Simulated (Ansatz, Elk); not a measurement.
# Zn3Br: X-ray structure factors from the self-consistent density, part 2 of 2

The structure of Zn3Br used here is made up (a known structure type with other elements) and was relaxed beforehand with r2SCAN. The aim is the Fourier transform of its all-electron density, F(hkl), set beside the sum over free spherical atoms that refinements use.

Elk 11.2.3 (patched build); all-electron DFT.

So far: Set-up; Ground state and structure factors; The highest occupied states alone; Another try.

The structure was built from a prototype and need not be the compound's stable phase.

**5. Another functional**

Level of this step: DFT, LDA (Perdew-Wang), all-electron APW+lo, Dirac cores, scalar-relativistic bands, static density, no spin (Elk).

The difference from free atoms is small, so it is set against the change that LDA (Perdew-Wang) makes.

The input, elk.in:

```
tasks
  0
  195

xctype
  3

spinpol
  .false.

rgkmax
  7.0

gmaxvr
  14.0

lmaxo
  7

lmaxapw
  8

swidth
  0.002

tshift
  .false.

ramdisk
  .false.

hmaxvr
  5.5

maxscl
  120

epspot
  1e-06

sppath
  './'

avec
  -3.58966505519 3.58966505519 10.96568299238
  3.58966505519 -3.58966505519 10.96568299238
  3.58966505519 3.58966505519 -10.96568299238

atoms
  2
  'Br.in'
  1
  -0.0000000000 -0.0000000000 -0.0000000000   0.000000 0.000000 0.000000
  'Zn.in'
  3
  0.5000000000 0.5000000000 -0.0000000000   0.000000 0.000000 0.000000
  0.2500000000 0.7500000000 0.5000000000   0.000000 0.000000 0.000000
  0.7500000000 0.2500000000 0.5000000000   0.000000 0.000000 0.000000

ngridk
  8 8 8
```

On the command line:

```console
$ OMP_NUM_THREADS=4 elk
```

Numbers of over 12 decimals in the logs are rounded to 6 here.

What it wrote:

```text
┌─────────────────────────┐
│ Elk code version 11.2.3 │
└─────────────────────────┘

All units are atomic (Hartree, Bohr, etc.)

┌─────────────────────────────────────────────────┐
│ Ground-state run starting from atomic densities │
└─────────────────────────────────────────────────┘

Lattice vectors :
  -3.589665055       3.589665055       10.96568299
   3.589665055      -3.589665055       10.96568299
   3.589665055       3.589665055      -10.96568299

Reciprocal lattice vectors :
  0.2771690602E-16  0.8751771002      0.2864931127
[...]
valence                     :    71.00000000
 interstitial                :    5.144070937
 muffin-tins (core leakage)
  species : 1 (Br)
[...]
species : 2 (Zn)
[...]
atom 2                    :    28.80681711     (  0.8017197524E-04)
   atom 3                    :    28.80681711     (  0.8017197524E-04)
 total in muffin-tins        :    119.8559291
 total calculated charge     :    124.9994680
 total charge                :    125.0000000
 error                       :   0.5319791084E-03

┌──────────────────────────────┐
│ Self-consistent loop stopped │
└──────────────────────────────┘

Wrote STATE.OUT
[key lines of the parts left out:]
total energy                :     -7983.6460357160
```

Wall time 24 s (4 threads of AMD EPYC 7B13 (Zen 3), shared host); peak memory 0.18 GiB.

Against the first run R = 0.08 %; the largest change is -0.052 at 220.

**6. Basis size**

The basis and the expansions that go with it are enlarged, to see whether the differences are converged.

Edit elk.in of step 5 so:

```diff
@@ -5,3 +5,3 @@
 xctype
-  3
+  20
 
@@ -11,12 +11,12 @@
 rgkmax
-  7.0
+  8.5
 
 gmaxvr
-  14.0
+  18.0
 
 lmaxo
-  7
+  9
 
 lmaxapw
-  8
+  10
```

On the command line:

```console
$ OMP_NUM_THREADS=4 elk
```

What it wrote:

```text
┌─────────────────────────┐
│ Elk code version 11.2.3 │
└─────────────────────────┘

All units are atomic (Hartree, Bohr, etc.)

┌─────────────────────────────────────────────────┐
│ Ground-state run starting from atomic densities │
└─────────────────────────────────────────────────┘

Lattice vectors :
  -3.589665055       3.589665055       10.96568299
   3.589665055      -3.589665055       10.96568299
   3.589665055       3.589665055      -10.96568299

Reciprocal lattice vectors :
  0.2771690602E-16  0.8751771002      0.2864931127
[...]
valence                     :    71.00000000
 interstitial                :    5.145434786
 muffin-tins (core leakage)
  species : 1 (Br)
[...]
species : 2 (Zn)
[...]
atom 2                    :    28.80051774     (  0.8005142084E-04)
   atom 3                    :    28.80051774     (  0.8005142084E-04)
 total in muffin-tins        :    119.8545652
 total calculated charge     :    124.9996886
 total charge                :    125.0000000
 error                       :   0.3113683736E-03

┌──────────────────────────────┐
│ Self-consistent loop stopped │
└──────────────────────────────┘

Wrote STATE.OUT
[key lines of the parts left out:]
total energy                :     -7994.9726383864
```

Run time: 68 s. Hardware: 4 threads; peak memory 0.38 GiB.

Against the first run R = 0.01 %; the largest change is -0.012 at 208.

**7. Basis size**

A smaller basis shows how fast F responds to it; the change is likely larger than the basis error of the first run, but doesn't show convergence.

Edit elk.in of step 6 so:

```diff
@@ -11,12 +11,12 @@
 rgkmax
-  8.5
+  5.5
 
 gmaxvr
-  18.0
+  14.0
 
 lmaxo
-  9
+  7
 
 lmaxapw
-  10
+  8
```

On the command line:

```console
$ OMP_NUM_THREADS=4 elk
```

What it wrote:

```text
┌─────────────────────────┐
│ Elk code version 11.2.3 │
└─────────────────────────┘

All units are atomic (Hartree, Bohr, etc.)

┌─────────────────────────────────────────────────┐
│ Ground-state run starting from atomic densities │
└─────────────────────────────────────────────────┘

Lattice vectors :
  -3.589665055       3.589665055       10.96568299
   3.589665055      -3.589665055       10.96568299
   3.589665055       3.589665055      -10.96568299

Reciprocal lattice vectors :
  0.2771690602E-16  0.8751771002      0.2864931127
[...]
valence                     :    71.00000000
 interstitial                :    5.301771029
 muffin-tins (core leakage)
  species : 1 (Br)
[...]
species : 2 (Zn)
[...]
atom 2                    :    28.76225456     (  0.8053361647E-04)
   atom 3                    :    28.76225456     (  0.8053361647E-04)
 total in muffin-tins        :    119.6982290
 total calculated charge     :    124.9995340
 total charge                :    125.0000000
 error                       :   0.4659659204E-03

┌──────────────────────────────┐
│ Self-consistent loop stopped │
└──────────────────────────────┘

Wrote STATE.OUT
[key lines of the parts left out:]
total energy                :     -7994.8158774801
```

Wall time 31 s (4 threads); peak memory 0.2 GiB; 91 s of CPU time.

Against the first run R = 0.03 %; the largest change is +0.069 at 220.

**8. Settings against the effect**

```
                              run  R against the first run (%)  R against neutral atoms, low angle (%)  wall time
                    PBE, rgkmax 7                         0.00                                    0.97       35 s
                LDA (Perdew-Wang)                         0.08                                    1.01       24 s
rgkmax 8.5 with larger expansions                         0.01                                    0.96       68 s
                       rgkmax 5.5                         0.03                                    0.93       31 s
```

**9. Summary of results**

```yaml
r_against_neutral_atoms_sin_theta_lambda_0p3_a_minus1: 0.97 %
r_against_neutral_atoms_0p3_to_0p82_a_minus1: 0.38 %
```

Independent neutral atoms miss the calculated amplitudes by R = 0.97 % below 0.3 Å⁻¹ and 0.38 % from there to 0.82 Å⁻¹; by shells, 2.56 % below 0.15 Å⁻¹ (2 forms), 0.92 % 0.15 to 0.3 (10 forms), 0.37 % 0.3 to 0.45 (20 forms), 0.38 % above 0.45 (116 forms). Bonding, aspherical density and the tables' own atoms all enter these figures, and the runs don't part them. The largest change of an amplitude is -0.63 electrons, at 200. The window's part falls from 41.0 electrons at the origin to at most 8.56 between 0.45 and 0.82 Å⁻¹, where compact states inside the window still scatter. Below 0.3 Å⁻¹ the changes that finished (LDA (Perdew-Wang), rgkmax 8.5 with larger expansions and rgkmax 5.5) move F by R = 0.08 % at most, against the 0.97 % that separates it from free atoms. The k-mesh has no finished test. The electron count is odd, so without spin the run is a metal by force. Part of the difference isn't bonding: the tables are fits to free atoms and ions calculated by other methods than this functional. Thermal motion, anomalous dispersion and extinction are left out.

[Logs are printed without paths, hosts, clocks, repeated set-up lines and the standing remarks that a program may print on its own settings, such as how far it seeks lower states.]

[Hosts, paths, dates, database ids (printed as entryN), source tags and the programs' standing remarks are cut or masked in the printed files.]
